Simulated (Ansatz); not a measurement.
# La on W(110): change of the work function, part 2 of 4

Wanted: Δφ(θ) for La/W(110), starting from the hollow site.

Ansatz 0.2.0; plane-wave DFT, PBE, Ansatz PAW.

So far, work function, upper face (eV): step 2 (the clean slab) 4.84.

**3. The covered slab, k-mesh 4×4×1, coverage 0.111 ML**

System of this step: LaW36 (La/W(110)). The cell holds 37 atoms: 36 W and 1 La. Its edges and angles: a = 8.210 Å, b = 8.210 Å, c = 28.183 Å, α = 90.0°, β = 90.0°, γ = 70.5°. Vacuum lies along c.

The clean slab as it ended is repeated in the plane and the adsorbate is set on one face; the cell's size fixes the coverage, and the k-mesh shrinks with it to keep the sampling density about even. Adsorbate and upper layers relax, since the dipole depends on the height.

Contents of input.yaml:

```yaml
crystal:
  lattice:
    - [6.7033722855, -4.74, 0.0]
    - [6.7033722855, 4.74, 0.0]
    - [0.0, 0.0, 28.1827310579]
  atoms:
    - { symbol: W, position: [0.0, 0.0, 0.3193444944] }
    - { symbol: W, position: [0.1666666667, 0.1666666667, 0.3986291253] }
    - { symbol: W, position: [0.0, 0.0, 0.4792577648] }
    - { symbol: W, position: [0.1666666667, 0.1666666667, 0.5570418831] }
    - { symbol: W, position: [0.0, 0.3333333333, 0.3193444944] }
    - { symbol: W, position: [0.1666666667, 0.5, 0.3986291253] }
    - { symbol: W, position: [0.0, 0.3333333333, 0.4792577648] }
    - { symbol: W, position: [0.1666666667, 0.5, 0.5570418831] }
    - { symbol: W, position: [0.0, 0.6666666667, 0.3193444944] }
    - { symbol: W, position: [0.1666666667, 0.8333333333, 0.3986291253] }
    - { symbol: W, position: [0.0, 0.6666666667, 0.4792577648] }
    - { symbol: W, position: [0.1666666667, 0.8333333333, 0.5570418831] }
    - { symbol: W, position: [0.3333333333, 0.0, 0.3193444944] }
    - { symbol: W, position: [0.5, 0.1666666667, 0.3986291253] }
    - { symbol: W, position: [0.3333333333, 0.0, 0.4792577648] }
    - { symbol: W, position: [0.5, 0.1666666667, 0.5570418831] }
    - { symbol: W, position: [0.3333333333, 0.3333333333, 0.3193444944] }
    - { symbol: W, position: [0.5, 0.5, 0.3986291253] }
    - { symbol: W, position: [0.3333333333, 0.3333333333, 0.4792577648] }
    - { symbol: W, position: [0.5, 0.5, 0.5570418831] }
    - { symbol: W, position: [0.3333333333, 0.6666666667, 0.3193444944] }
    - { symbol: W, position: [0.5, 0.8333333333, 0.3986291253] }
    - { symbol: W, position: [0.3333333333, 0.6666666667, 0.4792577648] }
    - { symbol: W, position: [0.5, 0.8333333333, 0.5570418831] }
    - { symbol: W, position: [0.6666666667, 0.0, 0.3193444944] }
    - { symbol: W, position: [0.8333333333, 0.1666666667, 0.3986291253] }
    - { symbol: W, position: [0.6666666667, 0.0, 0.4792577648] }
    - { symbol: W, position: [0.8333333333, 0.1666666667, 0.5570418831] }
    - { symbol: W, position: [0.6666666667, 0.3333333333, 0.3193444944] }
    - { symbol: W, position: [0.8333333333, 0.5, 0.3986291253] }
    - { symbol: W, position: [0.6666666667, 0.3333333333, 0.4792577648] }
    - { symbol: W, position: [0.8333333333, 0.5, 0.5570418831] }
    - { symbol: W, position: [0.6666666667, 0.6666666667, 0.3193444944] }
    - { symbol: W, position: [0.8333333333, 0.8333333333, 0.3986291253] }
    - { symbol: W, position: [0.6666666667, 0.6666666667, 0.4792577648] }
    - { symbol: W, position: [0.8333333333, 0.8333333333, 0.5570418831] }
    - { symbol: La, position: [0.28, 0.28, 0.6806555056] }
kpoints:
  mp_grid: { grid: [4, 4, 1] }
hamiltonian:
  xc: pbe
scf:
  occupations: { method: fermi_dirac, width: 0.1 }
  convergence: { dr2_threshold: 1.0e-08 }
efield:
  axis: 3
  dipole_correction: true
  ramp_position: 0.97
  ramp_width: 0.06
relax:
  f_tol: 0.02
  max_steps: 60
  constraints:
    - { sites: [0, 1, 4, 5, 8, 9, 12, 13, 16, 17, 20, 21, 24, 25, 28, 29, 32, 33] }
output:
  write_potential: true
  write_density: true
  volumetric_format: npy
```

Started as:

```bash
$ ansatz run input.yaml --threads 4 --pin off --max-ram 16384MiB --backend cpu --events-out ev --progress --plain --runs-dir out
```

The log of the run:

```text
[...]
Crystal: 37 atoms, lattice volume = 1790.955 Å³
Basis set: ecut = 420 eV, 35011 PW (Γ), exchange–correlation on 120×120×384 points (8 copies of the dense FFT grid, shifted against one another)
Bands: 309, of which v1, the nominal top of the filled ones, is band 258 counted from 1 (257 counted from 0)
Symmetry: 2 space group operations
[...]
k-points: 7 of 16 (time reversal used)
[...]
SCF iter   1: F=—  HF=-380078.912410 eV  |F-HF|=—  |Δ(HF+E_count)|=         —  Δρ=3.27e-2  dr2=1.80e2  ethr=1.77e-3  p=1.149 e·Å  D=1.16e-1 V/Å  ΔV_dip=-3.27 eV  dr2_dipole=9.90e1  V_vac-E_F(+/−)=2.12/5.39 eV  ⟨swp⟩=12.3  Hψ=11716  notcnv=0
[...]
SCF iter  20: F=-380077.246801 eV  HF=-380077.246801 eV  |F-HF|=5.36e-9  |Δ(HF+E_count)|=   1.06e-8  Δρ=5.50e-7  dr2=6.83e-9  ethr=1.94e-12  p=0.883 e·Å  D=8.92e-2 V/Å  ΔV_dip=-2.51 eV  dr2_dipole=5.13e-10  V_vac-E_F(+/−)=2.38/4.90 eV  ⟨swp⟩=9.9  Hψ=16310  notcnv=0
SCF 1 converged in 20 iterations: F = -380077.246801 eV  dr2 = 6.83e-9
[...]
relax step   1: F+E_penalty+E_count = -380077.24680136 eV  Δ(F+E_penalty+E_count) = +0.000e0 eV  max|allowed force component| = 2.743e0 eV/Å  Δτ_max = 0.0000 Å  (20 SCF iters, accepted)
[...]
SCF iter   1: F=—  HF=-380077.968954 eV  |F-HF|=—  |Δ(HF+E_count)|=         —  Δρ=2.77e-3  dr2=6.58e-1  ethr=1.09e-4  p=0.883 e·Å  D=8.92e-2 V/Å  ΔV_dip=-2.51 eV  dr2_dipole=1.06e-1  V_vac-E_F(+/−)=2.40/4.91 eV  ⟨swp⟩=2.0  Hψ=6301  notcnv=0
[...]
eigensolver tolerance schedule calibrated: the retry pair's looser diagonalisation under-reported the residual by θ = 0.15 (0.10/decade); ethr = c·dr2/N_el runs at the constant in force after the calibration composes with the one it found (an armed cap, an earlier calibration), c = 9.6e-2
[...]
SCF iter   2: F=—  HF=-380077.955026 eV  |F-HF|=—  |Δ(HF+E_count)|=   1.39e-2  Δρ=5.51e-3  dr2=1.06e0  ethr=1.09e-4  p=0.915 e·Å  D=9.24e-2 V/Å  ΔV_dip=-2.60 eV  dr2_dipole=1.60e-1  V_vac-E_F(+/−)=2.30/4.91 eV  ⟨swp⟩=2.7  Hψ=3379  notcnv=0
[...]
SCF iter  12: F=-380077.913670 eV  HF=-380077.913670 eV  |F-HF|=1.75e-9  |Δ(HF+E_count)|=   2.22e-8  Δρ=2.75e-7  dr2=4.39e-9  ethr=1.86e-12  p=0.915 e·Å  D=9.24e-2 V/Å  ΔV_dip=-2.61 eV  dr2_dipole=1.05e-9  V_vac-E_F(+/−)=2.29/4.89 eV  ⟨swp⟩=11.7  Hψ=15189  notcnv=0
SCF 2 converged in 12 iterations: F = -380077.913670 eV  dr2 = 4.39e-9
relax step   2: F+E_penalty+E_count = -380077.91366997 eV  Δ(F+E_penalty+E_count) = -6.669e-1 eV  max|allowed force component| = 2.939e0 eV/Å  Δτ_max = 0.1949 Å  (12 SCF iters, accepted)
SCF iter   1: F=—  HF=-380078.578934 eV  |F-HF|=—  |Δ(HF+E_count)|=         —  Δρ=2.82e-3  dr2=9.57e-1  ethr=1.14e-3  p=0.915 e·Å  D=9.24e-2 V/Å  ΔV_dip=-2.61 eV  dr2_dipole=2.35e-1  V_vac-E_F(+/−)=2.31/4.92 eV  ⟨swp⟩=3.4  Hψ=3764  notcnv=0
[...]
SCF iter  12: F=-380078.525704 eV  HF=-380078.525704 eV  |F-HF|=1.75e-9  |Δ(HF+E_count)|=   1.41e-8  Δρ=2.62e-7  dr2=4.74e-9  ethr=1.94e-12  p=0.911 e·Å  D=9.21e-2 V/Å  ΔV_dip=-2.60 eV  dr2_dipole=9.55e-11  V_vac-E_F(+/−)=2.29/4.89 eV  ⟨swp⟩=11.4  Hψ=15347  notcnv=0
SCF 3 converged in 12 iterations: F = -380078.525704 eV  dr2 = 4.74e-9
relax step   3: F+E_penalty+E_count = -380078.52570411 eV  Δ(F+E_penalty+E_count) = -6.120e-1 eV  max|allowed force component| = 2.818e0 eV/Å  Δτ_max = 0.1950 Å  (12 SCF iters, accepted)
[...]
relax step   4: F+E_penalty+E_count = -380079.05927988 eV  Δ(F+E_penalty+E_count) = -5.336e-1 eV  max|allowed force component| = 2.223e0 eV/Å  Δτ_max = 0.1966 Å  (10 SCF iters, accepted)
[...]
relax step   5: F+E_penalty+E_count = -380079.40414759 eV  Δ(F+E_penalty+E_count) = -3.449e-1 eV  max|allowed force component| = 1.039e0 eV/Å  Δτ_max = 0.1960 Å  (10 SCF iters, accepted)
[...]
relax step   6: F+E_penalty+E_count = -380079.56821638 eV  Δ(F+E_penalty+E_count) = -1.641e-1 eV  max|allowed force component| = 3.342e-1 eV/Å  Δτ_max = 0.1943 Å  (10 SCF iters, accepted)
[...]
relax step   7: F+E_penalty+E_count = -380079.60323621 eV  Δ(F+E_penalty+E_count) = -3.502e-2 eV  max|allowed force component| = 4.958e-1 eV/Å  Δτ_max = 0.2000 Å  (10 SCF iters, accepted)
[...]
relax step   8: F+E_penalty+E_count = -380079.64793512 eV  Δ(F+E_penalty+E_count) = -4.470e-2 eV  max|allowed force component| = 4.044e-1 eV/Å  Δτ_max = 0.1933 Å  (10 SCF iters, accepted)
[...]
relax step   9: F+E_penalty+E_count = -380079.68492044 eV  Δ(F+E_penalty+E_count) = -3.699e-2 eV  max|allowed force component| = 5.840e-2 eV/Å  Δτ_max = 0.2000 Å  (10 SCF iters, accepted)
SCF iter   1: F=—  HF=-380079.684924 eV  |F-HF|=—  |Δ(HF+E_count)|=         —  Δρ=5.36e-4  dr2=1.33e-2  ethr=3.37e-5  p=0.747 e·Å  D=7.54e-2 V/Å  ΔV_dip=-2.13 eV  dr2_dipole=7.93e-7  V_vac-E_F(+/−)=2.76/4.88 eV  ⟨swp⟩=3.3  Hψ=3968  notcnv=0
[...]
SCF iter   8: F=-380079.686231 eV  HF=-380079.686231 eV  |F-HF|=1.08e-8  |Δ(HF+E_count)|=   3.42e-8  Δρ=4.18e-7  dr2=4.84e-9  ethr=1.94e-12  p=0.747 e·Å  D=7.55e-2 V/Å  ΔV_dip=-2.13 eV  dr2_dipole=2.28e-12  V_vac-E_F(+/−)=2.75/4.88 eV  ⟨swp⟩=9.9  Hψ=17247  notcnv=0
SCF 10 converged in 8 iterations: F = -380079.686231 eV  dr2 = 4.84e-9
relax step  10: F+E_penalty+E_count = -380079.68623086 eV  Δ(F+E_penalty+E_count) = -1.310e-3 eV  max|allowed force component| = 9.129e-3 eV/Å  Δτ_max = 0.0415 Å  (8 SCF iters, accepted)
NSCF: frozen V_eff on 7 k-points
[...]
SCF converged after 8 iterations
Free energy (F): -380079.686231 eV
[...]
Internal energy: -380078.774272 eV  (E = F + TS)
E sigma→0 (E₀):  -380079.230251 eV
Entropy (-TS):   -0.911959 eV (-24.648 meV/atom)
Fermi energy:    4.981205 eV
Dipole field:    D = 0.075496 V/Å  (p = 0.747222 e·Å, saw-weighted, corrected)
Work function:   Φ+ = 2.7537 eV   Φ− = 4.8814 eV
[...]
--- Forces (eV/Å), atoms counted from 1 ---
  atom   1  W      0.00988694     0.00000000     0.35958196
  atom   2  W     -0.06342165     0.00000000    -0.34940253
  atom   3  W     -0.00220486    -0.00000000     0.00646330
  atom   4  W      0.00486399    -0.00000000    -0.00228293
  atom   5  W      0.00626746     0.00100382     0.35917425
  atom   6  W     -0.00076992     0.00000349    -0.38854354
  atom   7  W      0.00189269     0.00370745    -0.00393749
  atom   8  W     -0.00184930     0.00453990    -0.00206821
  atom   9  W     -0.00024567     0.00349696     0.38143749
  atom  10  W     -0.01882559     0.00128370    -0.34065683
  atom  11  W      0.00081864     0.00224344     0.00028196
  atom  12  W     -0.00103479    -0.00555278    -0.00279191
  atom  13  W      0.00626746    -0.00100382     0.35917425
  atom  14  W     -0.00076992    -0.00000349    -0.38854354
  atom  15  W      0.00189269    -0.00370745    -0.00393749
  atom  16  W     -0.00184930    -0.00453990    -0.00206821
  atom  17  W     -0.00004693    -0.00000000     0.36791825
  atom  18  W      0.06274766    -0.00000000    -0.34926044
  atom  19  W     -0.00100172    -0.00000000     0.00912946
  atom  20  W     -0.00706827     0.00000000     0.00187964
  atom  21  W     -0.00602716     0.00150440     0.35948055
  atom  22  W      0.01811057    -0.00180138    -0.33949891
  atom  23  W      0.00159085     0.00276511    -0.00126753
  atom  24  W      0.00131534     0.00154615     0.00189505
  atom  25  W     -0.00024567    -0.00349696     0.38143749
  atom  26  W     -0.01882559    -0.00128370    -0.34065683
  atom  27  W      0.00081864    -0.00224344     0.00028196
  atom  28  W     -0.00103479     0.00555278    -0.00279191
  atom  29  W     -0.00602716    -0.00150440     0.35948055
  atom  30  W      0.01811057     0.00180138    -0.33949891
  atom  31  W      0.00159085    -0.00276511    -0.00126753
  atom  32  W      0.00131534    -0.00154615     0.00189505
  atom  33  W     -0.00973815    -0.00000000     0.35994164
  atom  34  W     -0.00037951    -0.00000000    -0.45362253
  atom  35  W      0.00226666     0.00000000     0.00022792
  atom  36  W     -0.00108932    -0.00000000    -0.00454125
  atom  37  La     0.00269320    -0.00000000     0.00697088
  max |Σ_I F_I| component: 1.31e-5 eV/Å
--- Band table (eV; the first three rows and the last of 7) ---
  k-point 0: bands = [... 254 lower, 4.6758, 4.7812, 4.7860, 5.3154, 5.3781, 5.5054, 5.5226, 5.6866, ... 47 higher]
  k-point 1: bands = [... 254 lower, 4.8930, 4.9916, 5.0028, 5.0346, 5.1113, 5.1549, 5.2363, 5.3123, ... 47 higher]
  k-point 2: bands = [... 254 lower, 4.9201, 4.9600, 5.0132, 5.0452, 5.1268, 5.1382, 5.1724, 5.2302, ... 47 higher]
  k-point 6: bands = [... 254 lower, 4.5720, 4.6834, 4.7584, 4.7960, 4.8372, 4.8523, 4.9277, 5.0220, ... 47 higher]
--- Relaxed structure (10 steps of the walk, 10 accepted, 0 SCFs on fresh bases) ---
  F+E_penalty+E_count = -380079.68623086 eV   max|allowed force component| = 9.129e-3 eV/Å
  atoms:
    - { symbol: W, position: [0.0, 0.0, 0.319344] }
    - { symbol: W, position: [0.1666666667, 0.1666666667, 0.398629] }
    - { symbol: W, position: [0.000337522, 0.000337522, 0.479456] }
    - { symbol: W, position: [0.168018, 0.168018, 0.557967] }
    - { symbol: W, position: [-2.775558e-17, 0.333333, 0.319344] }
    - { symbol: W, position: [0.166667, 0.5, 0.398629] }
    - { symbol: W, position: [-0.00100645, 0.333595, 0.478974] }
    - { symbol: W, position: [0.163252, 0.503442, 0.556737] }
    - { symbol: W, position: [-5.551115e-17, 0.666667, 0.319344] }
    - { symbol: W, position: [0.166667, 0.833333, 0.398629] }
    - { symbol: W, position: [-0.000206955, 0.666856, 0.479211] }
    - { symbol: W, position: [0.167854, 0.834527, 0.557845] }
    - { symbol: W, position: [0.333333, -2.775558e-17, 0.319344] }
    - { symbol: W, position: [0.5, 0.166667, 0.398629] }
    - { symbol: W, position: [0.333595, -0.00100645, 0.478974] }
    - { symbol: W, position: [0.503442, 0.163252, 0.556737] }
    - { symbol: W, position: [0.3333333333, 0.3333333333, 0.319344] }
    - { symbol: W, position: [0.5, 0.5, 0.398629] }
    - { symbol: W, position: [0.333332, 0.333332, 0.478286] }
    - { symbol: W, position: [0.498639, 0.498639, 0.557963] }
    - { symbol: W, position: [0.3333333333, 0.666667, 0.319344] }
    - { symbol: W, position: [0.500000, 0.8333333333, 0.398629] }
    - { symbol: W, position: [0.333042, 0.667646, 0.478971] }
    - { symbol: W, position: [0.498719, 0.832190, 0.557822] }
    - { symbol: W, position: [0.666667, -5.551115e-17, 0.319344] }
    - { symbol: W, position: [0.833333, 0.166667, 0.398629] }
    - { symbol: W, position: [0.666856, -0.000206955, 0.479211] }
    - { symbol: W, position: [0.834527, 0.167854, 0.557845] }
    - { symbol: W, position: [0.666667, 0.3333333333, 0.319344] }
    - { symbol: W, position: [0.8333333333, 0.500000, 0.398629] }
    - { symbol: W, position: [0.667646, 0.333042, 0.478971] }
    - { symbol: W, position: [0.832190, 0.498719, 0.557822] }
    - { symbol: W, position: [0.6666666667, 0.6666666667, 0.319344] }
    - { symbol: W, position: [0.8333333333, 0.8333333333, 0.398629] }
    - { symbol: W, position: [0.666311, 0.666311, 0.479465] }
    - { symbol: W, position: [0.833333, 0.833333, 0.557165] }
    - { symbol: La, position: [0.332996, 0.332996, 0.644300] }
```

Wall time 33 min (4 threads of Arm Neoverse V1, shared host); peak memory 10 GiB.

The steps of the relaxation:

```
step  energy less that of the first step (eV)  largest force component (eV/Å)
   1                                   0.0000                          2.7432
   2                                  -0.6669                          2.9395
   3                                  -1.2789                          2.8180
   4                                  -1.8125                          2.2230
   5                                  -2.1573                          1.0390
   6                                  -2.3214                          0.3342
   7                                  -2.3564                          0.4958
   8                                  -2.4011                          0.4044
   9                                  -2.4381                          0.0584
  10                                  -2.4394                          0.0091
```

Forces are held to the 2 operations that the program found; a distortion that breaks them can't arise in this run.

The atoms that moved most (Å):

```
atom      dx      dy      dz  length
La37   0.711   0.000  -1.025   1.247
  W8   0.000   0.033  -0.009   0.034
 W16   0.000  -0.033  -0.009   0.034
  W4   0.018   0.000   0.026   0.032
 W20  -0.018   0.000   0.026   0.032
 W28   0.016   0.000   0.023   0.028
 W12   0.016   0.000   0.023   0.028
 W19   0.000   0.000  -0.027   0.027
```

The relaxed structure:

```xyz
37
Lattice="6.7034 -4.7400 0.0000 6.7034 4.7400 0.0000 0.0000 0.0000 28.1827" Properties=species:S:1:pos:R:3
W     0.0000    0.0000    9.0000
W     2.2345    0.0000   11.2345
W     0.0045    0.0000   13.5124
W     2.2526    0.0000   15.7250
W     2.2345    1.5800    9.0000
W     4.4689    1.5800   11.2345
W     2.2295    1.5860   13.4988
W     4.4691    1.6125   15.6904
W     4.4689    3.1600    9.0000
W     6.7034    3.1600   11.2345
W     4.4688    3.1619   13.5055
W     6.7193    3.1600   15.7216
W     2.2345   -1.5800    9.0000
W     4.4689   -1.5800   11.2345
W     2.2295   -1.5860   13.4988
W     4.4691   -1.6125   15.6904
W     4.4689    0.0000    9.0000
W     6.7034    0.0000   11.2345
W     4.4689    0.0000   13.4794
W     6.6851    0.0000   15.7249
W     6.7034    1.5800    9.0000
W     8.9378    1.5800   11.2345
W     6.7080    1.5860   13.4987
W     8.9216    1.5807   15.7210
W     4.4689   -3.1600    9.0000
W     6.7034   -3.1600   11.2345
W     4.4688   -3.1619   13.5055
W     6.7193   -3.1600   15.7216
W     6.7034   -1.5800    9.0000
W     8.9378   -1.5800   11.2345
W     6.7080   -1.5860   13.4987
W     8.9216   -1.5807   15.7210
W     8.9378    0.0000    9.0000
W    11.1723    0.0000   11.2345
W     8.9331    0.0000   13.5126
W    11.1723    0.0000   15.7024
La    4.4644    0.0000   18.1581
```

Numbers from this step:

```
energy at zero smearing        : -380079.2303 eV
work function, upper face      : 2.754 eV
work function, lower face      : 4.881 eV
dipole along the normal        : 0.7472 e·Å
step between the vacuum levels : -2.128 eV
```

Running mean over 2.234 Å of the planar mean; the ramp of the sawtooth is left out. Electron's electrostatic potential energy less the Fermi level against z:

```
z (Å)  electron's electrostatic potential energy less the Fermi level (eV)
  3.5                                                                 4.88
  4.0                                                                 4.88
  4.5                                                                 4.88
  5.0                                                                 4.87
  5.5                                                                 4.84
  6.0                                                                 4.74
  6.5                                                                 4.39
  7.0                                                                 3.26
  7.5                                                               -0.130
  8.0                                                                -5.76
  8.5                                                                -10.5
  9.0                                                                -12.2
  9.5                                                                -12.5
 10.0                                                                -12.6
 10.5                                                                -12.6
 11.0                                                                -12.7
 11.5                                                                -12.7
 12.0                                                                -12.5
 12.5                                                                -12.4
 13.0                                                                -12.6
 13.5                                                                -12.7
 14.0                                                                -12.8
 14.5                                                                -12.8
 15.0                                                                -12.6
 15.5                                                                -12.4
 16.0                                                                -11.6
 16.5                                                                -8.47
 17.0                                                                -3.60
 17.5                                                               0.0516
 18.0                                                                 1.13
 18.5                                                                 1.30
 19.0                                                                 1.58
 19.5                                                                 2.02
 20.0                                                                 2.45
 20.5                                                                 2.65
 21.0                                                                 2.72
 21.5                                                                 2.74
 22.0                                                                 2.75
 22.5                                                                 2.75
 23.0                                                                 2.75
 23.5                                                                 2.75
 24.0                                                                 2.75
 24.5                                                                 2.75
 25.0                                                                 2.75
```

The relaxation took 10 steps and lowered the energy by 2.4 eV; the largest force on the free atoms ends at 0.0091 eV/Å.

The covered face has 2.75 eV, -2.09 eV against the clean one; the bare back face has moved by -0.02 eV, a measure of how thin the slab is.

[end of part 2 of 4]

[Long decimals in the printed logs are rounded to 6 places.]

[Logs are printed without paths, hosts, clocks, repeated set-up lines and the standing remarks that a program may print on its own settings, such as how far it seeks lower states.]

[Hosts, paths, dates, database ids (printed as entryN), source tags and the programs' standing remarks are cut or masked in the printed files.]

[Maps of the electrostatic potential energy from Ansatz leave out the sawtooth potential of an applied field or a dipole correction, so their vacuum need not be flat; planar profiles and work functions include it.]
